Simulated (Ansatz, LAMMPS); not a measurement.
# Structural relaxation of aqueous Ca2+ and HSO4-, 2.3 mol of salt per kg of water, from a frame at 360 K (85 atoms)

Aim: bring aqueous Ca2+ and HSO4-, 2.3 mol of salt per kg of water, from a frame at 360 K (85 atoms) to a nearby minimum of the energy and see what moves.

Main program and level: Ansatz 0.2.0; Kohn-Sham DFT, PBE+D4, PAW (set soft_2), plane waves.

**1. The structure**

The cell holds 85 atoms: 32 O, 2 S, 50 H and 1 Ca. Cell: a = 9.346 Å, b = 9.346 Å, c = 9.346 Å, α = 90.0°, β = 90.0°, γ = 90.0°. 24 H2O, 1 Ca2+, 2 HSO4- placed at random, at 1.36 g/cm³; overlaps pushed apart, then 10 ps at 420 K with divalent ions of Li, Roberts, Chakravorty and Merz (J. Chem. Theory Comput. 9, 2733 (2013)); MMFF94 bonds, angles, torsions, charges and radii (Halgren, J. Comput. Chem. 17, 490 (1996)) in harmonic and 12-6 forms; SPC/E water (Berendsen, Grigera and Straatsma, J. Phys. Chem. 91, 6269 (1987)). Snapshot after 20 ps at 360 K and fixed volume.

Limits known from the start: The network of contacts between molecules at the start is that of the classical potential that made the cell. The concentration wasn't checked against solubility and may exceed it. The density was typed from a rule of thumb and may lie off the real one at this temperature. The Brillouin zone is sampled at Γ only, in a cell whose shortest periodic width is 9 Å.

**2. The classical run that made the cell**

A classical potential makes the cell, at a small fraction of what the same run would cost in DFT.

This step: classical MD, divalent ions of Li, Roberts, Chakravorty and Merz (J. Chem. Theory Comput. 9, 2733 (2013)); MMFF94 bonds, angles, torsions, charges and radii (Halgren, J. Comput. Chem. 17, 490 (1996)) in harmonic and 12-6 forms; SPC/E water (Berendsen, Grigera and Straatsma, J. Phys. Chem. 91, 6269 (1987)) (LAMMPS 22 Jul 2025 - Update 4).

in.lmp reads:

```
# aqueous Ca2+ and HSO4-, 2.3 mol of salt per kg of water
units real
atom_style full
boundary p p p
bond_style harmonic
angle_style harmonic
dihedral_style opls
improper_style harmonic
special_bonds lj 0 0 0.5 coul 0 0 0.75
read_data data.lmp
neigh_modify delay 0 every 1 check yes one 4000
comm_modify cutoff 12.0
timestep 0.5
thermo_style custom step time temp pe press density
thermo_modify norm yes
# push overlapping molecules apart
pair_style soft 2.6
pair_coeff * * 0.0
variable a equal ramp(1,60)
fix ad all adapt 1 pair soft a * * v_a
velocity all create 420 47214 mom yes dist gaussian
fix lim all nve/limit 0.03
fix lan all langevin 420 420 50 47215 zero yes
thermo 1000
run 3000 post no
unfix ad
pair_style lj/cut/coul/long 8.4
pair_modify mix arithmetic tail yes
pair_coeff 1 1 0.0763 3.0430   # O
pair_coeff 2 2 0.2681 3.4180   # S
pair_coeff 3 3 0.0763 3.0960   # O
pair_coeff 4 4 0.0100 1.2000   # H
pair_coeff 5 5 0.1553 3.1660   # O
pair_coeff 6 6 0.0000 1.0000   # H
# [... 20 lines left out ...]
compute msd all msd com yes
thermo 5000
fix md all nvt temp 360 360 100
run 20000 post no
print "== T360: mean square displacement over the hold $(c_msd[4]:%.2f) A^2"
unfix md
uncompute msd
write_dump all custom T360.dump id type xs ys zs modify sort id
```

Started as:

```console
$ lmp -in in.lmp -log none -nocite
```

Numbers of over 12 decimals in the logs are rounded to 6 here.

The log of the run:

```text
LAMMPS (22 Jul 2025 - Update 4)
Reading data file ...
  orthogonal box = (0 0 0) to (9.34568 9.34568 9.34568)
  85 atoms
  orthogonal box = (0 0 0) to (9.34568 9.34568 9.34568)
  58 bonds
  38 angles
  6 dihedrals
WARNING: Bond/angle/dihedral extent > half of periodic box length
   Step          Time           Temp          PotEng         Press         Density
         0   0              420            0.59465434     10276.716      1.3559994
      1000   500            467.24814      1.2358369      56721.712      1.3559994
      2000   1000           450.72203      1.1913068      66781.78       1.3559994
      3000   1500           379.018        1.1560507      54234.708      1.3559994
WARNING: Bond/angle/dihedral extent > half of periodic box length
Loop time of 0.218911 s on 1 MPI rank(s) for 3000 steps with 85 atoms
PPPM initialization ...
WARNING: System is not charge neutral, net charge = -0.0002
[... 33 lines left out ...]
Loop time of 5.88431 s on 1 MPI rank(s) for 10000 steps with 85 atoms
WARNING: Bond/angle/dihedral extent > half of periodic box length
   Step          Time           Temp          PotEng         Press         Density
[... 4 lines left out ...]
WARNING: Bond/angle/dihedral extent > half of periodic box length
Loop time of 2.93575 s on 1 MPI rank(s) for 5000 steps with 85 atoms
WARNING: Bond/angle/dihedral extent > half of periodic box length
   Step          Time           Temp          PotEng         Press         Density
[... 2 lines left out ...]
     25000   24000          330.69282     -12.061672      5846.8562      1.3559994
     30000   29000          375.07325     -11.956195     -1527.9516      1.3559994
     35000   34000          379.54754     -11.976875     -5599.0169      1.3559994
     37000   36000          382.27451     -12.168665     -1494.9459      1.3559994
WARNING: Bond/angle/dihedral extent > half of periodic box length
Loop time of 11.6467 s on 1 MPI rank(s) for 20000 steps with 85 atoms
== T360: mean square displacement over the hold 17.29 A^2
```

It took 22 s on 1 thread of Arm Neoverse N1, shared host; peak memory 0.12 GiB.

The input also reads data.lmp (atoms, bonds and types; not printed here).

**3. Single point at the start**

A single point comes first, to see the forces before anything moves.

input.yaml reads:

```yaml
crystal:
  lattice:
    - [9.34568, 0.0, 0.0]
    - [0.0, 9.34568, 0.0]
    - [0.0, 0.0, 9.34568]
  atoms:
    - { symbol: O, position: [0.13841, 0.20207, 0.55672] }
    - { symbol: S, position: [0.00978, 0.09348, 0.56154] }
    - { symbol: O, position: [0.03415, 0.01427, 0.43002] }
    - { symbol: O, position: [0.88442, 0.18808, 0.55883] }
    - { symbol: O, position: [0.03154, 0.01903, 0.70054] }
    - { symbol: H, position: [0.13342, 0.2543, 0.64976] }
    - { symbol: O, position: [0.62326, 0.15551, 0.64497] }
    - { symbol: S, position: [0.56616, 0.20023, 0.79822] }
    - { symbol: O, position: [0.41566, 0.2175, 0.78296] }
    - { symbol: O, position: [0.65289, 0.32556, 0.83388] }
    - { symbol: O, position: [0.59636, 0.07339, 0.8794] }
    - { symbol: H, position: [0.725, 0.15687, 0.64773] }
    - { symbol: O, position: [0.27524, 0.97305, 0.83631] }
    - { symbol: H, position: [0.1878, 0.96762, 0.77487] }
    - { symbol: H, position: [0.32725, 0.0644, 0.81634] }
    - { symbol: O, position: [0.57632, 0.5734, 0.35395] }
    - { symbol: H, position: [0.58364, 0.47997, 0.30232] }
    - { symbol: H, position: [0.48549, 0.5759, 0.41046] }
    - { symbol: O, position: [0.87631, 0.52118, 0.74558] }
    - { symbol: H, position: [0.9633, 0.46036, 0.75914] }
    - { symbol: H, position: [0.78914, 0.46522, 0.77241] }
    - { symbol: O, position: [0.77623, 0.64525, 0.08182] }
    - { symbol: H, position: [0.71529, 0.57178, 0.13017] }
    - { symbol: H, position: [0.8701, 0.60156, 0.05481] }
    - { symbol: O, position: [0.08295, 0.18782, 0.18483] }
    - { symbol: H, position: [0.06554, 0.11845, 0.26441] }
    - { symbol: H, position: [0.04196, 0.28313, 0.21099] }
    - { symbol: O, position: [0.39718, 0.21661, 0.12333] }
    - { symbol: H, position: [0.31589, 0.23218, 0.05551] }
    - { symbol: H, position: [0.35881, 0.2007, 0.22194] }
    - { symbol: O, position: [0.53068, 0.81696, 0.17542] }
    - { symbol: H, position: [0.52436, 0.75966, 0.26557] }
    - { symbol: H, position: [0.43858, 0.86912, 0.15978] }
    - { symbol: O, position: [0.87275, 0.80557, 0.80779] }
    - { symbol: H, position: [0.89331, 0.70316, 0.78459] }
    - { symbol: H, position: [0.94344, 0.86837, 0.7577] }
    - { symbol: O, position: [0.15918, 0.33233, 0.81902] }
    - { symbol: H, position: [0.25587, 0.28745, 0.82831] }
    - { symbol: H, position: [0.14085, 0.39536, 0.90353] }
    - { symbol: O, position: [0.24098, 0.91044, 0.12322] }
    - { symbol: H, position: [0.27859, 0.91948, 0.02346] }
    - { symbol: H, position: [0.20317, 0.00509, 0.1558] }
    - { symbol: O, position: [0.23201, 0.67651, 0.81928] }
    - { symbol: H, position: [0.24728, 0.66214, 0.71436] }
    - { symbol: H, position: [0.25881, 0.77664, 0.84584] }
    - { symbol: O, position: [0.3173, 0.57966, 0.51342] }
    - { symbol: H, position: [0.27118, 0.51254, 0.44402] }
    - { symbol: H, position: [0.30542, 0.68028, 0.479] }
    - { symbol: O, position: [0.91231, 0.06362, 0.9734] }
    - { symbol: H, position: [0.98825, 0.12071, 0.02262] }
    - { symbol: H, position: [0.94644, 0.03534, 0.87601] }
    - { symbol: O, position: [0.12488, 0.53173, 0.02848] }
    - { symbol: H, position: [0.17534, 0.59794, 0.96126] }
    - { symbol: H, position: [0.156, 0.55221, 0.12879] }
    - { symbol: O, position: [0.10336, 0.64622, 0.28798] }
    - { symbol: H, position: [0.14533, 0.74459, 0.28461] }
    - { symbol: H, position: [0.01884, 0.64573, 0.35359] }
    - { symbol: O, position: [0.89325, 0.87853, 0.21303] }
    - { symbol: H, position: [0.90934, 0.93161, 0.30453] }
    - { symbol: H, position: [0.98739, 0.84727, 0.17291] }
    - { symbol: O, position: [0.55884, 0.80059, 0.8346] }
    - { symbol: H, position: [0.47178, 0.85306, 0.80118] }
    - { symbol: H, position: [0.56121, 0.70336, 0.78998] }
    - { symbol: O, position: [0.28492, 0.89279, 0.46834] }
    - { symbol: H, position: [0.19839, 0.92431, 0.41388] }
    - { symbol: H, position: [0.35789, 0.97105, 0.46777] }
    - { symbol: O, position: [0.67178, 0.09548, 0.18674] }
    - { symbol: H, position: [0.57488, 0.12894, 0.1561] }
    - { symbol: H, position: [0.73168, 0.17986, 0.21398] }
    - { symbol: O, position: [0.52998, 0.54942, 0.70084] }
    - { symbol: H, position: [0.44736, 0.55299, 0.63295] }
    - { symbol: H, position: [0.54781, 0.44803, 0.73002] }
    - { symbol: O, position: [0.58126, 0.42544, 0.09726] }
    - { symbol: H, position: [0.49428, 0.3653, 0.11362] }
    - { symbol: H, position: [0.61825, 0.40849, 0.9983] }
    - { symbol: O, position: [0.86051, 0.59846, 0.45666] }
    - { symbol: H, position: [0.88656, 0.55202, 0.54947] }
    - { symbol: H, position: [0.75413, 0.59784, 0.44509] }
    - { symbol: O, position: [0.38156, 0.19363, 0.41296] }
    - { symbol: H, position: [0.28824, 0.20097, 0.46479] }
    - { symbol: H, position: [0.46093, 0.18234, 0.48382] }
    - { symbol: O, position: [0.81264, 0.31739, 0.33622] }
    - { symbol: H, position: [0.85231, 0.264, 0.42004] }
    - { symbol: H, position: [0.82095, 0.42262, 0.35378] }
    - { symbol: Ca, position: [0.72591, 0.8968, 0.01481] }
kpoints:
  mp_grid: { grid: [1, 1, 1] }
hamiltonian:
  xc: pbe
  dispersion: d4
scf:
  occupations: { method: fixed }
output:
  forces: true
  stress: true
  populations: true
  dos:
    method: { smearing: { sigma: 0.15 } }
    de: 0.1
    projected: { site_lists: { Ca: [Ca], H: [H], O: [O], S: [S] } }
  eigenvalues: true
```

Started as:

```console
$ ansatz run input.yaml --threads 4 --pin off --max-ram 8192MiB --backend cpu --events-out ev --progress --plain --runs-dir out
```

The log of the run:

```text
Engine: ansatz 0.2.0, aarch64-unknown-linux-gnu
Pseudopotentials: kind: paw
Pseudopotential: O, paw, valence charge 6, recommended cutoff 420 eV (normal), O.paw.azcp
Pseudopotential: S, paw, valence charge 6, recommended cutoff 420 eV (normal), S.paw.azcp
Pseudopotential: H, paw, valence charge 1, recommended cutoff 420 eV (normal), H.paw.azcp
Pseudopotential: Ca, paw, valence charge 10, recommended cutoff 420 eV (normal), Ca.paw.azcp
[... 5 lines on functional and potentials left out ...]
Crystal: 85 atoms, lattice volume = 816.268 Å³
Basis set: ecut = 420 eV, 15895 PW (Γ), exchange–correlation on 128×128×128 points (8 copies of the dense FFT grid, shifted against one another)
Bands: 217, of which v1, the nominal top of the filled ones, is band 132 counted from 1 (131 counted from 0)
Symmetry: 1 space group operations
Space group: P1 (ITA 1), of the structure as read, at distance tolerance 9.3e-5 Å
k-points: 1
[... 9 lines on functional and potentials left out ...]
Initial density: superposition of atomic densities (neutral atoms: chi_scale 0, normalization atom), corrected by the library's trained network
Initial wavefunctions: pseudopotential atomic-orbital guess
Functional: x = pbe(κ = 0.804, μ = 0.219515), c = pbe(β = 0.066725)
SCF iter   1: F=—  HF=-22584.963926 eV  |F-HF|=—  |Δ(HF+E_count)|=         —  Δρ=3.39e-3  dr2=1.33e-1  ethr=1.77e-3  ⟨swp⟩=4.0  Hψ=843  notcnv=0  defer=82
preconditioner: auto → Resta (q_TF=auto, 2.260 Å⁻¹)  ε∞=2.4  [insulator: Δε(μ)=3.991 eV  Ē_g=17.765 eV  n_scr=170 (ndim 8)  ℏωp=20.9 eV  f_vac=0.225  ε∞_Penn≈2.4]
SCF iter   2: F=—  HF=-22584.897465 eV  |F-HF|=—  |Δ(HF+E_count)|=   6.65e-2  Δρ=1.75e-3  dr2=2.91e-2  ethr=5.03e-5  ⟨swp⟩=3.0  Hψ=321  notcnv=0  defer=83
SCF iter   3: F=—  HF=-22584.886704 eV  |F-HF|=—  |Δ(HF+E_count)|=   1.08e-2  Δρ=7.69e-4  dr2=7.76e-3  ethr=1.10e-5  ⟨swp⟩=2.0  Hψ=271  notcnv=0  defer=83
SCF iter   4: F=—  HF=-22584.884646 eV  |F-HF|=—  |Δ(HF+E_count)|=   2.06e-3  Δρ=2.83e-4  dr2=7.22e-4  ethr=2.94e-6  ⟨swp⟩=2.0  Hψ=271  notcnv=0  defer=83
SCF iter   5: F=—  HF=-22584.884571 eV  |F-HF|=—  |Δ(HF+E_count)|=   7.52e-5  Δρ=1.32e-4  dr2=1.24e-4  ethr=2.74e-7  ⟨swp⟩=3.0  Hψ=301  notcnv=0  defer=83
SCF iter   6: F=—  HF=-22584.884557 eV  |F-HF|=—  |Δ(HF+E_count)|=   1.40e-5  Δρ=5.43e-5  dr2=1.85e-5  ethr=4.70e-8  ⟨swp⟩=2.0  Hψ=269  notcnv=0  defer=79
SCF iter   7: F=—  HF=-22584.885825 eV  |F-HF|=—  |Δ(HF+E_count)|=   1.27e-3  Δρ=1.50e-5  dr2=1.53e-6  ethr=7.01e-9  ⟨swp⟩=2.0  Hψ=348  notcnv=0  defer=79
SCF iter   8: F=—  HF=-22584.885826 eV  |F-HF|=—  |Δ(HF+E_count)|=   1.03e-6  Δρ=9.08e-6  dr2=5.98e-7  ethr=5.81e-10  ⟨swp⟩=3.0  Hψ=305  notcnv=0  defer=79
SCF iter   9: F=-22584.885826 eV  HF=-22584.885826 eV  |F-HF|=9.31e-9  |Δ(HF+E_count)|=   7.16e-8  Δρ=2.04e-6  dr2=2.98e-8  ethr=3.79e-11  ⟨swp⟩=15.0  Hψ=1637  notcnv=0
SCF 1 converged in 9 iterations: F = -22584.885826 eV  dr2 = 2.98e-8
  greatest PAW one-centre occupation: 0.995 electrons in one spin orbital (limit 2), on the Ca atom at site 84 (counted from 0), in its partial waves of l = 0
SCF converged after 9 iterations
Free energy (F): -22584.885826 eV
Harris-Foulkes:  -22584.885826 eV  (|F-HF|=9.31e-9)
Internal energy: -22584.885826 eV  (E = F + TS)
E sigma→0 (E₀):  -22584.885826 eV
Fermi energy:    -0.674896 eV
--- Per-component energies (eV) ---
  E_band       = -2394.077952
  E_kinetic    = 6813.290696
  E_local      = -21272.783804  (includes V_loc(G=0)·N_el)
  E_nonlocal   = 1739.610840
  E_hartree    = 7756.507749
  E_xc         = -3123.653511
  E_vxc        = -3914.485672  (∫ρ·V_xc dr)
  E_paw        = -7162.736324  (= ΣΔE_a)
  E_vpaw       = -1272.752429  (= ΣTr[D̂ρ^β])
  E_aug_tail   = 0.021614  (compensation charges beyond the density's cutoff)
  E_ewald      = -7331.348004
  E_disp       = -3.795080  (pairwise vdW)
  E_smearing   = -0.000000  (= −TS)
  E_closure    = -0.000000  (closes the sum)
  Σ components = -22584.885826   (vs F -22584.885826, Δ=0.00e0)
--- Forces (eV/Å), atoms counted from 1 ---
  atom   1  O      0.55877500     0.82617320     0.31891333
  atom   2  S      0.29732696     0.62622688     1.20305462
  atom   3  O     -0.61359706    -0.71197338    -0.38661278
  atom   4  O     -0.08536122    -1.13803672     0.95873628
  atom   5  O     -0.67648556    -0.07904222    -1.36606134
  atom   6  H      0.35169371     0.63319011     0.46810632
  atom   7  O     -2.49173304     0.30127856    -1.18683133
  atom   8  S      3.43004630    -2.11225729     0.14282443
  atom   9  O     -2.68109400     1.21437247    -0.75359184
  atom  10  O     -0.23012461     0.65620663     0.21501186
  atom  11  O      0.22299620    -0.40170685     1.56371157
  atom  12  H      1.76347353     0.08071913    -0.43981017
  atom  13  O      0.00361939    -0.14820006    -0.17329117
  atom  14  H      0.80229236     0.53355576     0.39443706
[...]
atom  84  H      0.24374508    -0.99595891     0.18739035
  atom  85  Ca    -0.28953830    -0.37611963     0.40717908
  max |Σ_I F_I| component: 2.62e-5 eV/Å
--- Stress (GPa, compression-positive) ---
       -0.226675       0.324992       0.059491
        0.324992      -0.741019      -0.410513
        0.059490      -0.410513      -0.584811
  P = ⅓ Tr σ = -0.5175 GPa (-5.175 kbar)
--- Band table (eV) ---
  k-point 0: bands = ["-37.9726", "-25.4513", "-24.8372", "-21.8334", [... 201 levels ...], "11.5610", "11.6020", "11.6879", "11.7235", "11.8220", "11.8455", "11.9770", "12.0554", "12.1009", "12.1724", "12.2530", "12.3333"]
--- Löwdin populations: 85 sites ---
  site symbol       q [e]
     0      O      6.6484
     1      S      3.5230
     2      O      6.7165
[...]
84     Ca      8.2676
  spilling = 0.013006 (of n_electrons = 264.000000)
```

Wall time 15 s (4 threads of Arm Neoverse N1, shared host); peak memory 0.86 GiB; 55 s of CPU time.

The column dr2 measures how far the density is from self-consistency, as an energy; F and HF (Harris–Foulkes) agree once it is small.

Read from the output:

| Property | Result |
| --- | --- |
| free energy | -22584.8858 eV |
| free energy per atom | -265.7045 eV/atom |
| SCF cycles | 9 |
| pressure | -0.5175 GPa |
| r.m.s. force component | 0.7124 eV/Å |
| longest force | 4.031 eV/Å |
| Fermi energy | -0.6749 eV |
| gap (highest filled to lowest empty level) | 3.855 eV |
| spilling of the projection | 0.01301 |

The r.m.s. force component of 0.71 eV/Å and the pressure of -0.52 GPa set the starting point.

Neighbours are counted within 1.21 Å (H-O), 1.98 Å (O-S), 2.93 Å (O-Ca).

Length of the force by element and coordination:

| element | coordination | atoms | mean length of the force (eV/Å) | spread | least | most |
| --- | --- | --- | --- | --- | --- | --- |
| Ca | all | 1 | 0.625 | 0 | 0.625 | 0.625 |
| H | all | 50 | 1.11 | 0.322 | 0.296 | 1.82 |
| O | all | 32 | 1.01 | 0.604 | 0.228 | 3.04 |
| O | 1 | 5 | 1.56 | 0.797 | 0.728 | 3.04 |
| O | 2 | 20 | 0.906 | 0.557 | 0.228 | 2.78 |
| O | 3 | 7 | 0.900 | 0.255 | 0.451 | 1.28 |
| S | all | 2 | 2.71 | 1.32 | 1.39 | 4.03 |

(Part 1 of 3 ends here.)

[Logs are printed without paths, hosts, clocks, repeated set-up lines and the standing remarks that a program may print on its own settings, such as how far it seeks lower states.]

[Hosts, paths, dates, database ids (printed as entryN), source tags and the programs' standing remarks are cut or masked in the printed files.]

[The MMFF94 radii named for the starting cell were scaled by 0.96; in molecules described by MMFF94, hydrogen bound to N, O or S took a small fixed 12-6 site in their place.]
